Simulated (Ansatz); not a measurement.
# YFeBr5, from a guessed structure to a relaxed one, part 2 of 2

Starting from a made-up structure for YFeBr5, the aim is the relaxed cell, its shortest contacts and, where a second run follows, its electronic structure.

Ansatz 0.2.0; DFT, PBE, plane-wave PAW, files of the set soft_1, scalar-relativistic, ferromagnetic start, cell and ions relaxed at zero pressure; PAW set soft_1 (the session's first sound run).

So far: The structure; Relaxation of the guess. The relaxed cell has a, b, c = 5.409, 8.958, 10.460 Å (conventional setting).

### 3. Electronic structure of the relaxed cell

A second self-consistent run takes a narrower smearing and the mesh shown in its input; the bands follow along the standard path of the relaxed lattice.

This step: DFT, PBE, plane-wave PAW, files of the set soft_1, scalar-relativistic, ferromagnetic start, bands and density of states at the relaxed cell; PAW set soft_1 (Ansatz 0.2.0).

Contents of input.yaml:

```yaml
crystal:
  lattice:
    - [-2.7043028166, 4.4790661344, 5.2298615612]
    - [2.7043028166, -4.4790661344, 5.2298615612]
    - [2.7043028166, 4.4790661344, -5.2298615612]
  atoms:
    - { symbol: "Y", position: [0.5, 0.5, 0.0] }
    - { symbol: Br, position: [0.5, 0.0, 0.5] }
    - { symbol: Br, position: [0.7746940416, 0.7746940416, 0.0] }
    - { symbol: Br, position: [0.2253059584, 0.2253059584, 0.0] }
    - { symbol: Br, position: [0.1917589099, 0.5, 0.6917589099] }
    - { symbol: Br, position: [0.8082410901, 0.5, 0.3082410901] }
    - { symbol: Fe, position: [0.0, 0.0, 0.0], spin: 3.3 }
magnetization:
  spin_polarized: true
kpoints:
  mp_grid: { grid: [8, 8, 8] }
  band_path:
    path:
      - [[0.0, 0.0, 0.0], [-0.31684521, 0.31684521, 0.31684521], [-0.25021786, 0.25021786, 0.38347255], [0.0, 0.0, 0.5], [0.25, 0.25, 0.25], [0.0, 0.5, 0.0], [0.31684521, 0.68315479, -0.31684521], [0.5, 0.5, -0.5], [0.0, 0.0, 0.0], [0.43337265, -0.43337265, 0.43337265], [0.5, 0.0, 0.0], [0.25, 0.25, 0.25]]
      - [[0.25021786, -0.25021786, 0.61652745], [0.43337265, -0.43337265, 0.43337265]]
      - [[0.56662735, 0.43337265, -0.43337265], [0.5, 0.5, -0.5]]
    npoints: 6
scf:
  occupations: { method: fermi_dirac, width: 0.03 }
  n_extra_bands: 13
hamiltonian:
  xc: pbe
  pseudopotentials: { kind: paw, azcp: { folder: soft_1 } }
output:
  forces: true
  stress: true
  write_bands: true
  dos: { projected: true }
  write_density: true
  write_potential: true
  elf: true
  volumetric_format: npy
```

Run with:

```
ansatz run input.yaml --threads 4 --pin off --max-ram 10240MiB --backend cpu --events-out ev --progress --plain --runs-dir out
```

Numbers of over 12 decimals in the logs are rounded to 6 here.

The log of the run:

```text
[...]
Crystal: 7 atoms, lattice volume = 253.392 Å³
Basis set: ecut = 420 eV, 4971 PW (Γ), exchange–correlation on 100×100×100 points (8 copies of the dense FFT grid, shifted against one another)
Bands: 44, of which v1, the nominal top of the filled ones, is band 31 counted from 1 (30 counted from 0)
Symmetry: 8 space group operations
[...]
k-points: 95 of 512
[...]
Starting moments: Σ|m| = 3.3 μB on 1 of 7 sites
[...]
SCF iter   1: F=—  HF=-22253.745147 eV  |F-HF|=—  |Δ(HF+E_count)|=         —  Δρ=4.61e-2 (↑4.04e-2 ↓4.61e-2)  dr2=2.19e1  dr2_m=2.15e-1  M=3.990 μB ∫|m|=3.996 μB  β_m=0.30  ethr=3.10e-3  ⟨swp⟩=6.7  Hψ=34986  notcnv=0
[...]
spin=Collinear: Kerker preconditioning applied to the charge; magnetization (m = ρ↑ − ρ↓) channel mixes plain (no charge-response kernel on spin).
SCF iter   2: F=—  HF=-22253.091161 eV  |F-HF|=—  |Δ(HF+E_count)|=   6.54e-1  Δρ=1.62e-2 (↑1.59e-2 ↓1.62e-2)  dr2=2.64e0  dr2_m=2.44e-1  M=4.000 μB ∫|m|=4.019 μB  β_m=0.33  ethr=3.10e-3  ⟨swp⟩=3.0  Hψ=18264  notcnv=0  defer=1156
[...]
SCF iter  14: F=-22252.599222 eV  HF=-22252.599222 eV  |F-HF|=3.46e-9  |Δ(HF+E_count)|=   4.46e-8  Δρ=6.87e-7 (↑4.57e-7 ↓6.87e-7)  dr2=5.65e-9  dr2_m=2.18e-10  M=4.000 μB ∫|m|=4.050 μB  ethr=7.74e-11  ⟨swp⟩=14.4  Hψ=61253  notcnv=0
SCF 1 converged in 14 iterations: F = -22252.599222 eV  dr2 = 5.65e-9
[...]
NSCF: frozen V_eff on 81 k-points
SCF converged after 14 iterations
Magnetization: 4.0000 μB (33.0000 up, 29.0000 down)
Absolute magnetization: 4.0488 μB (∫|ρ↑−ρ↓|, with the PAW one-centre terms)
[...]
Per-site moments (μB) at R_I (Å): [(0.012583, 1.115525), (0.00932014, 1.115525), (0.069029, 0.972113), (0.069029, 0.972113), (0.054615, 1.139022), (0.054615, 1.139022), (3.325335, 0.972113)]
Free energy (F): -22252.599222 eV
[...]
Internal energy: -22252.599071 eV  (E = F + TS)
E sigma→0 (E₀):  -22252.599146 eV
Entropy (-TS):   -0.000151 eV (-0.022 meV/atom)
Fermi energy:    2.918097 eV
[...]
--- Forces (eV/Å), atoms counted from 1 ---
  atom   1  Y      0.00000000     0.00000000     0.00000000
  atom   2  Br     0.00000000     0.00000000    -0.00000000
  atom   3  Br     0.00000000     0.00000000     0.00140590
  atom   4  Br     0.00000000     0.00000000    -0.00140590
  atom   5  Br     0.00000000     0.00169381     0.00000000
  atom   6  Br     0.00000000    -0.00169381     0.00000000
  atom   7  Fe     0.00000000     0.00000000     0.00000000
  max |Σ_I F_I| component: 4.34e-19 eV/Å
--- Stress (GPa, compression-positive) ---
       -0.001777       0.000000       0.000000
        0.000000       0.004713       0.000000
        0.000000       0.000000       0.014286
  P = ⅓ Tr σ = 0.0057 GPa (0.057 kbar)
--- Band table (eV; the first three rows and the last of 190) ---
  k-point 0 ↑: bands = [... 27 lower, 0.8499, 1.0291, 1.0771, 1.0777, 1.4969, 1.6712, 4.7569, 5.0443, ... 9 higher]
  k-point 1 ↑: bands = [... 27 lower, 0.8388, 1.0419, 1.1321, 1.1376, 1.4252, 1.6335, 4.8649, 5.1772, ... 9 higher]
  k-point 2 ↑: bands = [... 27 lower, 0.8686, 1.0782, 1.1583, 1.2823, 1.3053, 1.5300, 4.9902, 5.5281, ... 9 higher]
  k-point 94 ↓: bands = [... 27 lower, 1.3678, 2.6576, 3.0900, 3.1126, 3.5216, 4.0535, 5.1058, 5.3964, ... 9 higher]
```

Run time: 50 s. Hardware: 4 threads of Arm Neoverse V2, shared host; peak memory 1.7 GiB.

Numbers from this step:

* free energy: -22252.5992 eV
* energy at zero smearing: -22252.5991 eV
* Fermi energy: 2.918 eV
* gap by band count: 0.3950 eV
* site moments: 0.01258, 0.009320, 0.06903, 0.06903, 0.05461, 0.05461, 3.325 μB
* pressure: 0.005741 GPa

From bands.tsv, the bands that come nearest the gap along the path, at its corners, in eV from the valence-band top:

| point | band_31_up | band_32_up | band_26_dn | band_27_dn | band_28_dn | band_29_dn | band_30_dn | band_31_dn |
| --- | --- | --- | --- | --- | --- | --- | --- | --- |
| Γ | -1.20 | -1.02 | -1.15 | -1.15 | -0.04 | 0.40 | 0.45 | 0.72 |
| X | -1.34 | -1.19 | -1.46 | -1.33 | -0.05 | 0.52 | 0.74 | 0.79 |
| L | -1.32 | -1.25 | -1.45 | -1.38 | -0.04 | 0.52 | 0.73 | 0.79 |
| T | -1.19 | -1.14 | -1.53 | -1.36 | -0.03 | 0.53 | 0.77 | 0.78 |
| W | -1.29 | -0.92 | -1.55 | -1.24 | -0.03 | 0.50 | 0.79 | 0.95 |
| R | -1.25 | -1.07 | -1.42 | -1.19 | -0.06 | 0.49 | 0.80 | 0.97 |
| X1 | -1.34 | -1.19 | -1.46 | -1.33 | -0.05 | 0.52 | 0.74 | 0.79 |
| Z | -1.50 | -1.37 | -1.55 | -1.33 | -0.04 | 0.39 | 0.42 | 0.83 |
| Γ | -1.20 | -1.02 | -1.15 | -1.15 | -0.04 | 0.40 | 0.45 | 0.72 |
| Y | -1.50 | -1.44 | -1.57 | -1.45 | -0.03 | 0.39 | 0.44 | 0.82 |
| S | -1.37 | -1.29 | -1.59 | -1.36 | 0.00 | 0.53 | 0.65 | 0.81 |
| W | -1.29 | -0.92 | -1.55 | -1.24 | -0.03 | 0.50 | 0.79 | 0.95 |
| L1 | -1.32 | -1.25 | -1.45 | -1.38 | -0.04 | 0.52 | 0.73 | 0.79 |
| Y | -1.50 | -1.44 | -1.57 | -1.45 | -0.03 | 0.39 | 0.44 | 0.82 |
| Y1 | -1.50 | -1.44 | -1.57 | -1.45 | -0.03 | 0.39 | 0.44 | 0.82 |
| Z | -1.50 | -1.37 | -1.55 | -1.33 | -0.04 | 0.39 | 0.42 | 0.83 |

Highest filled and lowest empty level along the path:

```
distance (1/Å)  highest filled (eV)  lowest empty (eV)
          0.00                -0.04               0.40
          0.49                -0.05               0.53
          0.77                -0.05               0.52
          0.83                -0.04               0.52
          1.03                -0.04               0.53
          1.23                -0.03               0.52
          1.43                -0.03               0.50
          1.66                -0.05               0.49
          1.89                -0.05               0.50
          2.12                -0.05               0.52
          2.40                -0.03               0.43
          2.75                -0.04               0.49
          3.15                -0.04               0.40
          3.55                -0.01               0.40
          3.89                -0.02               0.43
          4.15                 0.00               0.53
          4.54                -0.02               0.50
          4.80                -0.03               0.50
          5.08                -0.03               0.40
          5.19                -0.04               0.39
          5.25                -0.04               0.39
```

Spin density in the bc plane of the conventional cell at fractional x = 0.000, with atoms of Y and Br and Fe within 0.2 Å of it.

Values in e/Å³, 13 rows by 16 columns, each cell a mean:
```
2.0 0.2 0.0 0.0 0.0 0.0 0.0 0.0 0.0 0.0 0.0 0.0 0.0 0.0 0.1 1.3
0.0 0.0 0.0 0.0 0.0 0.0 0.0 0.0 0.0 0.0 0.0 0.0 0.0 0.0 0.0 0.0
0.0 0.0 0.0 0.0 0.0 0.0 0.0 0.0 0.0 0.0 0.0 0.0 0.0 0.0 0.0 0.0
0.0 0.0 0.0 0.0 0.0 0.0 0.0 0.0 0.0 0.0 0.0 0.0 0.0 0.0 0.0 0.0
0.0 0.0 0.0 0.0 0.0 0.0 0.0 0.0 0.0 0.0 0.0 0.0 0.0 0.0 0.0 0.0
0.0 0.0 0.0 0.0 0.0 0.0 0.0 0.0 0.0 0.0 0.0 0.0 0.0 0.0 0.0 0.0
0.0 0.0 0.0 0.0 0.0 0.0 0.0 0.0 0.0 0.0 0.0 0.0 0.0 0.0 0.0 0.0
0.0 0.0 0.0 0.0 0.0 0.0 0.0 0.0 0.0 0.0 0.0 0.0 0.0 0.0 0.0 0.0
0.0 0.0 0.0 0.0 0.0 0.0 0.0 0.0 0.0 0.0 0.0 0.0 0.0 0.0 0.0 0.0
0.0 0.0 0.0 0.0 0.0 0.0 0.0 0.0 0.0 0.0 0.0 0.0 0.0 0.0 0.0 0.0
0.0 0.0 0.0 0.0 0.0 0.0 0.0 0.0 0.0 0.0 0.0 0.0 0.0 0.0 0.0 0.0
0.1 0.0 0.0 0.0 0.0 0.0 0.0 0.0 0.0 0.0 0.0 0.0 0.0 0.0 0.0 0.1
3.0 0.2 0.0 0.0 0.0 0.0 0.0 0.0 0.0 0.0 0.0 0.0 0.0 0.0 0.0 1.9
```
Columns run along b (9.0 Å), rows up along c (10.5 Å), edges of the conventional cell, whose origin can differ from the input's. Atoms in or near the plane, at fractional coordinates: Y at (0.00, 0.50), Br at (0.50, 0.00), Br at (0.00, 0.77), Br at (0.00, 0.23), Br at (0.69, 0.50), Br at (0.31, 0.50), Fe at (0.00, 0.00).

Valence density in the bc plane of the conventional cell at fractional x = 0.000, with atoms of Y and Br and Fe within 0.2 Å of it. It is the smooth field of the valence electrons, not physical close to the nuclei.

Values in e/Å³, 13 rows by 16 columns, each cell a mean:
```
 9  1  0  0  0  0  1  1  1  1  0  0  0  0  0  6
 1  0  0  0  0  0  0  0  0  0  0  0  0  0  0  1
 1  1  0  0  0  0  0  0  0  0  0  0  0  0  1  1
 1  1  0  0  0  0  0  0  0  0  0  0  0  0  0  1
 0  0  0  0  0  0  0  0  0  0  0  0  0  0  0  0
 2  1  0  0  1  1  0  0  0  0  1  1  1  0  0  1
 3  2  0  1  1  1  1  0  0  1  1  0  1  0  1  3
 1  0  0  0  1  1  0  0  0  0  1  1  0  0  0  1
 0  0  0  0  0  0  0  0  0  0  0  0  0  0  0  0
 1  1  0  0  0  0  0  0  0  0  0  0  0  0  1  1
 1  1  0  0  0  0  0  0  0  0  0  0  0  0  1  1
 1  0  0  0  0  0  0  0  0  0  0  0  0  0  0  1
13  2  0  0  0  0  1  1  1  1  0  0  0  0  1  9
```
Columns run along b (9.0 Å), rows up along c (10.5 Å), edges of the conventional cell, whose origin can differ from the input's. Atoms in or near the plane, at fractional coordinates: Y at (0.00, 0.50), Br at (0.50, 0.00), Br at (0.00, 0.77), Br at (0.00, 0.23), Br at (0.69, 0.50), Br at (0.31, 0.50), Fe at (0.00, 0.00).

Electrostatic potential energy in the bc plane of the conventional cell at fractional x = 0.000, with atoms of Y and Br and Fe within 0.2 Å of it. With pseudopotentials it is smooth inside the atoms' cores, unlike the true potential.

Ten even steps from '0' (-59 eV) to '9' (9 eV), each cell a mean:
```
0269999999610048999999841
4689999999864579999999874
8899999999999999999999988
4689999999999999999999975
0169999999999999999999840
0159999999999999999999730
2479999999999999999999862
7899999999999999999999987
8899999999999999999999988
6789998889999999888999876
1368985225899997323788742
0147861002799984000488620
0158872003799985101588620
3478986457999998545899863
7889999999999999999999987
8899999999999999999999998
5789999999999999999999986
0269999999999999999999841
0059999999999999999999720
1379999999999999999999851
6789999999999999999999987
7899999999988899999999987
2479999999742368999999862
0168999999510038999999730
```
Columns run along b (9.0 Å; values clipped at the 3rd and 97th percentile), rows up along c (10.5 Å), edges of the conventional cell, whose origin can differ from the input's. Atoms in or near the plane, at fractional coordinates: Y at (0.00, 0.50), Br at (0.50, 0.00), Br at (0.00, 0.77), Br at (0.00, 0.23), Br at (0.69, 0.50), Br at (0.31, 0.50), Fe at (0.00, 0.00).

### 4. Outcome

| Item | Value |
| --- | --- |
| space group, relaxed | Immm |
| conventional cell | a = 5.409, b = 8.958, c = 10.460 Å; α = 90.0°, β = 90.0°, γ = 90.0° |
| volume per atom | 36.20 Å³ (guess 40.62) |
| total moment | 4.00 μB in the cell of 7 atoms |

In words: YFeBr5 relaxes to Immm with a = 5.409, b = 8.958 and c = 10.460 Å. The guessed volume was 12 % too large. The space group Immm was held in the relaxation, so the end point is a stationary structure within it and may be a saddle against distortions or other arrangements. The input starts from parallel moments, and no other start was typed. It has an indirect Kohn–Sham gap of 0.39 eV, which semilocal functionals understate. On the 8×8×8 mesh with the narrower smearing (relaxed on 6×6×6) the largest force component is 0.002 eV/Å and the largest stress component is 0.014 GPa, within the relaxation's thresholds of 0.015 eV/Å and 0.05 GPa. The cutoff wasn't tested. No dispersion term is used, so weakly bound directions may come out too long. Nothing here tests whether the compound is stable against decomposition.

[Logs are printed without paths, hosts, clocks, repeated set-up lines and the standing remarks that a program may print on its own settings, such as how far it seeks lower states.]

[Hosts, paths, dates, database ids (printed as entryN), source tags and the programs' standing remarks are cut or masked in the printed files.]
